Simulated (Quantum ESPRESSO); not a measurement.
Entries from a set of simulations; values are calculated unless marked as measured.

```xyz
8
Lattice="4.444 0.000 0.000 0.000 4.444 0.000 0.000 0.000 4.444" Properties=species:S:1:pos:R:3 pbc="T T T" subject="Fixed-spin-moment curve of CoSi" method="PBE; plane waves with GBRV 1.5 PBE potentials, no spin-orbit coupling (and 1 further level or step)" program="Quantum ESPRESSO 7.5" settings_of_one_run="GBRV 1.5 PBE, potential files Co: co_pbe_v1.2.uspp.F.UPF, Si: si_pbe_v1.uspp.F.UPF, cutoff 544.23 eV, 8×8×8 k-mesh, 59 bands, fermi-dirac occupations, smearing width 0.05 eV, collinear spin, SCF threshold 1.60e-8, starting moments 2 2 2 2 0 0 0 0 μB" cost="13 runs, 27 min in all on 4 MPI ranks of Intel Xeon at 2.70GHz, shared host (the runs of this entry)" notes="All runs start parallel; opposed orders may lie lower." moment_of_the_free_run="0.00 μB a cell" energy_at_zero_total_moment="1.7e-5 meV a cell over the lowest"
Co    0.635    0.635    0.635
Co    2.857    1.587    3.809
Co    3.809    2.857    1.587
Co    1.587    3.809    2.857
Si    3.746    3.746    3.746
Si    1.524    2.920    0.698
Si    0.698    1.524    2.920
Si    2.920    0.698    1.524
```

[Logs and program files are shortened in this print: banners, set-up blocks, solver, clock and traceback lines can be left out without a mark of their own.]

[Logs are printed without paths, hosts, clocks, repeated set-up lines and the standing remarks that a program may print on its own settings, such as how far it seeks lower states.]

[Hosts, paths, dates, database ids (printed as entryN), source tags and the programs' standing remarks are cut or masked in the printed files.]

[Where a cell is said to come from a database of computed structures, the database is the Materials Project.]
